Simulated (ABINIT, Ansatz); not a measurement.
# How the form of the self-energy moves the gap of Ga2O3 (C2/m)

Aim: compare treatments of exchange, screening and correlation for the gap of Ga2O3 (C2/m).

Calculated with ABINIT 10.8.3; PBE and many-body steps on it, plane waves.

**What was measured.**

- Gap 4.65 eV: direct optical gap from Tauc extrapolation, as-deposited; optical transmittance, Tauc plot; film (polycrystalline sputtered film, about 164 nm, on sapphire, not annealed) on Al2O3 (0006) (“Effects of Post Annealing on Electrical Performance of Polycrystalline Ga2O3 Photodetector on Sapphire”, 2020, pmc:7206477).

- Gap 4.5 eV: optical absorption edge from ellipsometry; spectroscopic ellipsometry; film (oxidised 75 nm GaSe layer, annealed at 800 C in oxygen) on Al2O3 (“Thin Ga2O3 Layers by Thermal Oxidation of van der Waals GaSe Nanostructures for Ultraviolet Photon Sensing”, 2024, pmc:11320379).

- Gap 4.88 eV: optical direct gap from Tauc plot; optical transmission, Tauc plot; film (as-deposited 50 nm PLD film, (-201) oriented) on c-plane sapphire (“beta-phase (AlxGa1-x)2O3 thin film with Al composition more than 70%”, 2020, arxiv:2005.05799).

- Gap 4.6 eV: optical gap, direct-transition analysis, x = 0.0; diffuse reflectance, Tauc plot; 300 K; powder (solid-state synthesised powder, 1400 C in air) (“Photoelectric Studies as the Key to Understanding the Nonradiative Processes in Chromium Activated NIR Materials”, 2024, pmc:11328124).

- Gap 4.98 eV: direct optical gap from Tauc plot, film annealed at 900 C; UV-Vis transmission and reflection, Tauc plot; film (80 nm PE-ALD film on sapphire, annealed in O2 at 900 C for 15 min) on sapphire (“Investigation of Ga2O3-Based Deep Ultraviolet Photodetectors Using Plasma-Enhanced Atomic Layer Deposition System”, 2020, pmc:7662978).

This is a selection; 6 further reports are not listed.

## 1. Starting point

Symmetry: C2/m, No. 12, monoclinic system. Conventional cell: a = 12.214 Å, b = 3.037 Å, c = 5.798 Å, α = 90.00°, β = 103.83°, γ = 90.00°. Nearest to Ga lie 4 O at 1.83 to 1.86 Å. Nearest to Ga lie 6 O at 1.94 to 2.07 Å. Nearest to O lie 3 Ga at 1.83 to 1.94 Å. Nearest to O lie 4 Ga at 1.86 to 2.07 Å. O has 3 Ga at 1.83 to 1.94 Å nearest. Farther neighbours and most contacts between anions are not listed.

The cell and positions come from the Crystallography Open Database and are kept as given unless a step says otherwise.

## 2. Empty states on the mesh, 4×4×2 mesh, 216 bands

This step: ABINIT 10.8.3; DFT, PBE, plane waves, norm-conserving pseudopotentials.

The sums over transitions need many empty states on a uniform mesh; this step solves for them.

Contents of run.abi:

```
acell 3*1.0 Angstrom
rprim 
  6.107000000000 -1.518550000000 0.000000000000
  6.107000000000 1.518550000000 0.000000000000
  -1.385988895900 0.000000000000 5.630008738000
ntypat 2
znucl 31 8
natom 10
typat 1 1 1 1 2 2 2 2 2 2
xred 
  0.090500000000 0.090500000000 0.794600000000
  0.909500000000 0.909500000000 0.205400000000
  0.658660000000 0.658660000000 0.314020000000
  0.341340000000 0.341340000000 0.685980000000
  0.164500000000 0.164500000000 0.109800000000
  0.835500000000 0.835500000000 0.890200000000
  0.173300000000 0.173300000000 0.563200000000
  0.826700000000 0.826700000000 0.436800000000
  0.495900000000 0.495900000000 0.256600000000
  0.504100000000 0.504100000000 0.743400000000
pp_dirpath "pseudos"
pseudos "Ga.upf, O.upf"
ecut 45
ngkpt 4 4 2
nshiftk 1
shiftk 0 0 0
kptopt 1
chksymbreak 0
iscf -2
irdden 1
istwfk *1
nband 216
nbdbuf 18
tolwfr 1e-09
nstep 60
prtvol 0
indata_prefix "in"
outdata_prefix "out"
tmpdata_prefix "tmp"
```

On the command line:

```sh
> OMP_NUM_THREADS=1 mpirun -n 4 abinit run.abi > log
```

Numbers of over 12 decimals in the logs are rounded to 6 here.

The program printed:

```text
.Version 10.8.3 of ABINIT. v10.8.2 released Aug 2026.

 Symmetries : space group C2/m (# 12); Bravais mC (1-face-center monocl.)
[... echo of the input left out ...]
== DATASET  1 ==================================================================
-   mpi_nproc: 4, omp_nthreads: 1 (-1 if OMP is not activated)

--- !DatasetInfo
iteration_state: {dtset: 1, }
dimensions: {natom: 10, nkpt: 14, mband: 216, nsppol: 1, nspinor: 1, nspden: 1, mpw: 10196, }
cutoff_energies: {ecut:  45.0, pawecutdg:  -1.0, }
[...]
2.54907    2.55964    2.59685    2.61027    2.61248    2.61551    2.62530    2.63375
   2.63490    2.68371    2.68565    2.71272    2.72689    2.73299    2.75085    2.77869
 prteigrs : prtvol=0 or 1, do not print more k-points.

== END DATASET(S) ==============================================================
================================================================================

 -outvars: echo values of variables after computation  --------
            nband         216
             nkpt          14
          spgroup          12
 [... the other variables as echoed above ...]

 Calculation completed.
```

Elapsed: 6.6 min, on 4 MPI ranks of Arm Neoverse V2, shared host; peak memory 0.88 GiB; 27 min of CPU time.

Numbers from this step:

```yaml
gap: 2.462 eV
k_of_the_valence_top: 0.5, 0.5, 0.5
k_of_the_conduction_bottom: 0, 0, 0
least_direct_gap: 2.480 eV
k_points_computed: 14
lowest_point_of_the_top_converged_band_above_the_valence_top: 63.2205 eV
```

On this mesh the gap is 2.462 eV.

The density comes from a self-consistent run that is not shown.

## 3. Screening, 4×4×2 mesh, 116 bands, screening to 98 eV

The RPA dielectric matrix is built and inverted for each q.

This step: RPA screening on PBE, plane waves, norm-conserving pseudopotentials.

Changes to run.abi since step 2:

```diff
@@ -28,10 +28,11 @@
 chksymbreak 0
-iscf -2
-irdden 1
 istwfk *1
-nband 216
-nbdbuf 18
-tolwfr 1e-09
-nstep 60
-prtvol 0
+occopt 1
+irdwfk 1
+optdriver 3
+nband 116
+ecuteps 3.6
+inclvkb 2
+awtr 1
+symchi 1
 indata_prefix "in"
```

The program printed:

```text
.Version 10.8.3 of ABINIT. v10.8.2 released Aug 2026.

 Symmetries : space group C2/m (# 12); Bravais mC (1-face-center monocl.)
[... echo of the input left out ...]
== DATASET  1 ==================================================================
-   mpi_nproc: 4, omp_nthreads: 1 (-1 if OMP is not activated)

--- !DatasetInfo
iteration_state: {dtset: 1, }
dimensions: {natom: 10, nkpt: 14, mband: 116, nsppol: 1, nspinor: 1, nspden: 1, mpw: 10196, }
cutoff_energies: {ecut:  45.0, pawecutdg:  -1.0, }
electrons: {nelect:   1.20000000E+02, charge:   0.00000000E+00, occopt:   1.00000000E+00, tsmear:   1.00000000E-02, }

 SCREENING: Calculation of the susceptibility and dielectric matrices

 Based on a program developped by R.W. Godby, V. Olevano, G. Onida, and L. Reining.
 Incorporated in ABINIT by V. Olevano, G.-M. Rignanese, and M. Torrent.
.Using double precision arithmetic ; gwpc =  8

[... cell and pseudopotentials left out ...]
--------------------------------------------------------------------------------

 ==== K-mesh for the wavefunctions ====
 Number of points in the irreducible wedge :    14
[... list of points left out ...]
 Together with  4 symmetry operations and time-reversal symmetry
 yields    32 points in the full Brillouin Zone.

 ==== Q-mesh for the screening function ====
 Number of points in the irreducible wedge :    14
[... list of points left out ...]
 Together with  4 symmetry operations and time-reversal symmetry
 yields    32 points in the full Brillouin Zone.

 setmesh: FFT mesh size selected  =    45x   45x   45
          total number of points  =        91125

 vcoul_init : cutoff-mode = AUXILIARY_FUNCTION
 q-points for optical limit:   1
     1)      0.000010    0.000020    0.000030

- screening: taking advantage of time-reversal symmetry
- Maximum band index for partially occupied states nbvw = 60
- Remaining bands to be divided among processors   nbcw = 56
- Number of bands treated by each node ~14

 Number of electrons calculated from density =  120.0000; Expected =  120.0000
 average of density, n =  0.170290
 r_s =    1.1192
 omega_plasma =   39.8061 [eV]

 calculating chi0 at frequencies [eV] :
  1    0.000000E+00    0.000000E+00
  2    0.000000E+00    3.980612E+01

--------------------------------------------------------------------------------
  q-point number  1        q = ( 0.000000, 0.000000, 0.000000) [r.l.u.]
--------------------------------------------------------------------------------
[... chi0 elements left out ...]
 For q-point:  0.000010 0.000020 0.000030
  dielectric constant =   4.1019
  dielectric constant without local fields =   4.2744

  Average fulfillment of the sum rule on Im[epsilon] for q-point    1 :     21.38  [%]
[... wings left out ...]
  q-point number  2        q = ( 0.250000, 0.000000, 0.000000) [r.l.u.]
--------------------------------------------------------------------------------
[... chi0 elements left out ...]
  Average fulfillment of the sum rule on Im[epsilon] for q-point    2 :     24.49  [%]

 [... 12 further q-points ...]
```

The job ended after 8 min (4 MPI ranks; peak memory 7.1 GiB; 32 min of CPU time).

This step gave:

```yaml
eps_infinity_with_local_fields_on_this_mesh_along_the_program_s_q_direction: 4.102
the_same_without_local_fields: 4.274
plasma_frequency: 39.81 eV
plane_waves_in_the_screening_matrix: 229
```

Local fields lower ε∞ by 4 %. On a Γ-centred mesh this coarse the value itself is usually too large, while a short band sum pulls it down.

## 4. G0W0, Godby-Needs plasmon pole

The self-energy is evaluated for the states that the input lists, and the levels follow from it, in one-shot runs by the linearised quasiparticle equation.

This step: G0W0 on PBE, plane waves, norm-conserving pseudopotentials.

Changes to run.abi since step 3:

```diff
@@ -31,8 +31,17 @@
 irdwfk 1
-optdriver 3
+optdriver 4
 nband 116
+gwcalctyp 0
+ecutsigx 45
+symsigma 1
+nkptgw 2
+kptgw 
+  0.5000000000 0.5000000000 0.5000000000
+  0.0000000000 0.0000000000 0.0000000000
+bdgw 
+  59 62
+  59 62
 ecuteps 3.6
-inclvkb 2
-awtr 1
-symchi 1
+irdscr 1
+ppmodel 1
 indata_prefix "in"
```

The program printed:

```text
.Version 10.8.3 of ABINIT. v10.8.2 released Aug 2026.

 Symmetries : space group C2/m (# 12); Bravais mC (1-face-center monocl.)
[... echo of the input left out ...]
== DATASET  1 ==================================================================
-   mpi_nproc: 4, omp_nthreads: 1 (-1 if OMP is not activated)

--- !DatasetInfo
iteration_state: {dtset: 1, }
dimensions: {natom: 10, nkpt: 14, mband: 116, nsppol: 1, nspinor: 1, nspden: 1, mpw: 10196, }
cutoff_energies: {ecut:  45.0, pawecutdg:  -1.0, }
electrons: {nelect:   1.20000000E+02, charge:   0.00000000E+00, occopt:   1.00000000E+00, tsmear:   1.00000000E-02, }

 SIGMA: Calculation of the GW corrections

 Based on a program developped by R.W. Godby, V. Olevano, G. Onida, and L. Reining.
 Incorporated in ABINIT by V. Olevano, G.-M. Rignanese, and M. Torrent.
.Using double precision arithmetic ; gwpc =  8

[... cell and pseudopotentials left out ...]
--------------------------------------------------------------------------------

 ==== K-mesh for the wavefunctions ====
 Number of points in the irreducible wedge :    14
[... list of points left out ...]
 Together with  4 symmetry operations and time-reversal symmetry
 yields    32 points in the full Brillouin Zone.

 ==== Q-mesh for screening function ====
 Number of points in the irreducible wedge :    14
[... list of points left out ...]
 Together with  4 symmetry operations and time-reversal symmetry
 yields    32 points in the full Brillouin Zone.

 vcoul_init : cutoff-mode = AUXILIARY_FUNCTION
 q-points for optical limit:   1
     1)      0.000010    0.000020    0.000030
 setmesh: FFT mesh size selected  =    72x   72x   72
          total number of points  =       373248

 Number of electrons calculated from density =  120.0000; Expected =  120.0000
 average of density, n =  0.170290
 r_s =    1.1192
 omega_plasma =   39.8061 [eV]

 === KS Band Gaps ===
  >>>> For spin  1
   Minimum direct gap =   2.4800 [eV], located at k-point      :   0.0000  0.0000  0.0000
   Fundamental gap    =   2.4620 [eV], Top of valence bands at :   0.5000  0.5000  0.5000
                                       Bottom of conduction at :   0.0000  0.0000  0.0000
 SIGMA fundamental parameters:
 PLASMON POLE MODEL  1
 number of plane-waves for SigmaX                10161
 number of plane-waves for SigmaC and W            229
 number of plane-waves for wavefunctions         10161
 number of bands                                   116
 number of independent spin polarizations            1
 number of spinorial components                      1
 number of k-points in IBZ                          14
 number of q-points in IBZ                          14
 number of symmetry operations                       4
 number of k-points in BZ                           32
 number of q-points in BZ                           32
 number of frequencies for dSigma/dE                 9
 frequency step for dSigma/dE [eV]                0.25
 number of omega for Sigma on real axis              0
 max omega for Sigma on real axis  [eV]           0.00
 zcut for avoiding poles [eV]                     0.10

 EPSILON^-1 parameters (SCR file):
 dimension of the eps^-1 matrix on file            229
 dimension of the eps^-1 matrix used               229
 number of plane-waves for wavefunctions         10161
 number of bands                                   116
 number of q-points in IBZ                          14
 number of frequencies                               2
 number of real frequencies                          1
 number of imag frequencies                          1

 matrix elements of self-energy operator (all in [eV])

 Perturbative Calculation

--- !SelfEnergy_ee
iteration_state: {dtset: 1, }
kpoint     : [   0.500,    0.500,    0.500, ]
spin       : 1
KS_gap     :    5.235
QP_gap     :    7.427
Delta_QP_KS:    2.193
data: !SigmaeeData |
     Band     E0 <VxcDFT>   SigX SigC(E0)      Z dSigC/dE  Sig(E)    E-E0       E
       59   4.569 -20.571 -26.474   5.284   0.792  -0.262 -21.062  -0.491   4.078
       60   5.156 -20.427 -26.459   5.454   0.791  -0.264 -20.884  -0.457   4.699
       61  10.391 -16.867 -11.909  -2.873   0.833  -0.201 -15.131   1.736  12.126
       62  10.522 -16.255 -11.224  -2.992   0.831  -0.203 -14.560   1.695  12.217

--- !SelfEnergy_ee
iteration_state: {dtset: 1, }
kpoint     : [   0.000,    0.000,    0.000, ]
spin       : 1
KS_gap     :    2.480
QP_gap     :    4.140
Delta_QP_KS:    1.660
data: !SigmaeeData |
     Band     E0 <VxcDFT>   SigX SigC(E0)      Z dSigC/dE  Sig(E)    E-E0       E
       59   4.876 -20.620 -26.337   5.185   0.792  -0.263 -21.041  -0.421   4.455
       60   5.138 -20.974 -26.969   5.401   0.793  -0.261 -21.445  -0.471   4.666
       61   7.618 -15.106 -10.903  -2.796   0.844  -0.185 -13.918   1.188   8.806
       62  10.904 -15.896 -10.511  -3.237   0.835  -0.197 -14.101   1.795  12.699

== END DATASET(S) ==============================================================
================================================================================

 -outvars: echo values of variables after computation  --------
           etotal      0.0000000000E+00
            nband         116
             nkpt          14
          spgroup          12
 [... the other variables as echoed above ...]

 Calculation completed.
```

It took 22 s on 4 MPI ranks; peak memory 6 GiB.

Numbers from this step:

```yaml
g0w0_gap_on_the_points_computed: 4.107 eV
starting_gap_on_the_mesh: 2.462 eV
k_of_the_valence_top: 0.5, 0.5, 0.5
k_of_the_conduction_bottom: 0, 0, 0
z_at_the_valence_top: 0.791
z_at_the_conduction_bottom: 0.844
least_direct_g0w0_gap_on_the_computed_points: 4.140 eV
```

The gap on the mesh goes from 2.46 eV to 4.11 eV, a correction of +1.64 eV.

## 5. G0W0, Engel-Farid plasmon pole

Changes to run.abi since step 4:

```diff
@@ -45,3 +45,3 @@
 irdscr 1
-ppmodel 1
+ppmodel 4
 indata_prefix "in"
```

The program printed:

```text
.Version 10.8.3 of ABINIT. v10.8.2 released Aug 2026.

 Symmetries : space group C2/m (# 12); Bravais mC (1-face-center monocl.)
[... echo of the input left out ...]
== DATASET  1 ==================================================================
-   mpi_nproc: 4, omp_nthreads: 1 (-1 if OMP is not activated)

--- !DatasetInfo
iteration_state: {dtset: 1, }
dimensions: {natom: 10, nkpt: 14, mband: 116, nsppol: 1, nspinor: 1, nspden: 1, mpw: 10196, }
cutoff_energies: {ecut:  45.0, pawecutdg:  -1.0, }
electrons: {nelect:   1.20000000E+02, charge:   0.00000000E+00, occopt:   1.00000000E+00, tsmear:   1.00000000E-02, }

 SIGMA: Calculation of the GW corrections

 Based on a program developped by R.W. Godby, V. Olevano, G. Onida, and L. Reining.
 Incorporated in ABINIT by V. Olevano, G.-M. Rignanese, and M. Torrent.
.Using double precision arithmetic ; gwpc =  8

[... cell and pseudopotentials left out ...]
--------------------------------------------------------------------------------

 ==== K-mesh for the wavefunctions ====
 Number of points in the irreducible wedge :    14
[... list of points left out ...]
 Together with  4 symmetry operations and time-reversal symmetry
 yields    32 points in the full Brillouin Zone.

 ==== Q-mesh for screening function ====
 Number of points in the irreducible wedge :    14
[... list of points left out ...]
 Together with  4 symmetry operations and time-reversal symmetry
 yields    32 points in the full Brillouin Zone.

 vcoul_init : cutoff-mode = AUXILIARY_FUNCTION
 q-points for optical limit:   1
     1)      0.000010    0.000020    0.000030
 setmesh: FFT mesh size selected  =    72x   72x   72
          total number of points  =       373248

 Number of electrons calculated from density =  120.0000; Expected =  120.0000
[...]
number of omega for Sigma on real axis              0
 max omega for Sigma on real axis  [eV]           0.00
 zcut for avoiding poles [eV]                     0.10

 EPSILON^-1 parameters (SCR file):
 dimension of the eps^-1 matrix on file            229
 dimension of the eps^-1 matrix used               229
 number of plane-waves for wavefunctions         10161
 number of bands                                   116
 number of q-points in IBZ                          14
 number of frequencies                               2
 number of real frequencies                          1
 number of imag frequencies                          1

 matrix elements of self-energy operator (all in [eV])

 Perturbative Calculation

--- !SelfEnergy_ee
iteration_state: {dtset: 1, }
kpoint     : [   0.500,    0.500,    0.500, ]
spin       : 1
KS_gap     :    5.235
QP_gap     :    7.463
Delta_QP_KS:    2.229
data: !SigmaeeData |
     Band     E0 <VxcDFT>   SigX SigC(E0)      Z dSigC/dE  Sig(E)    E-E0       E
       59   4.569 -20.571 -26.474   5.289   0.826  -0.211 -21.078  -0.507   4.061
       60   5.156 -20.427 -26.459   5.465   0.823  -0.215 -20.894  -0.467   4.689
       61  10.391 -16.867 -11.909  -2.908   0.859  -0.164 -15.105   1.762  12.152
[...]
--- !SelfEnergy_ee
iteration_state: {dtset: 1, }
kpoint     : [   0.000,    0.000,    0.000, ]
spin       : 1
KS_gap     :    2.480
QP_gap     :    4.078
Delta_QP_KS:    1.598
data: !SigmaeeData |
     Band     E0 <VxcDFT>   SigX SigC(E0)      Z dSigC/dE  Sig(E)    E-E0       E
[...]
61   7.618 -15.106 -10.903  -2.906   0.869  -0.151 -13.979   1.128   8.745
       62  10.904 -15.896 -10.511  -3.273   0.861  -0.161 -14.076   1.820  12.724

== END DATASET(S) ==============================================================
================================================================================

 -outvars: echo values of variables after computation  --------
           etotal      0.0000000000E+00
            nband         116
             nkpt          14
          spgroup          12
 [... the other variables as echoed above ...]

 Calculation completed.
```

It took 19 s on 4 MPI ranks; peak memory 5.9 GiB.

Numbers from this step:

```
G0W0 gap on the points computed              : 4.056 eV
starting gap on the mesh                     : 2.462 eV
k of the valence top                         : 0.5, 0.5, 0.5
k of the conduction bottom                   : 0, 0, 0
Z at the valence top                         : 0.823
Z at the conduction bottom                   : 0.869
least direct G0W0 gap on the computed points : 4.078 eV
```

Against G0W0 in ABINIT (4×4×2 mesh, 116 bands, screening to 98 eV, Godby-Needs plasmon pole), the gap moves by −0.051 eV.

(Continued in part 2 of 2.)

[Paths, hosts, dates, memory and timing lines, banners, echoed tables and standing remarks are left out of the program output.]

[Logs are printed without paths, hosts, clocks, repeated set-up lines and the standing remarks that a program may print on its own settings, such as how far it seeks lower states.]

[Runs of the session that timed out or met a known fault of the program may be left out.]

[Hosts, paths, dates, database ids (printed as entryN), source tags and the programs' standing remarks are cut or masked in the printed files.]

[G0W0 gaps are taken among the corrected bands and points alone; a level outside them can change the order at an edge.]

[Where Ansatz stands beside ABINIT at settings called matched, ABINIT's density can come from a denser mesh and the files from another edition; pairs whose starting gaps differed by over 0.03 eV were left out, so agreement reads better than it is.]
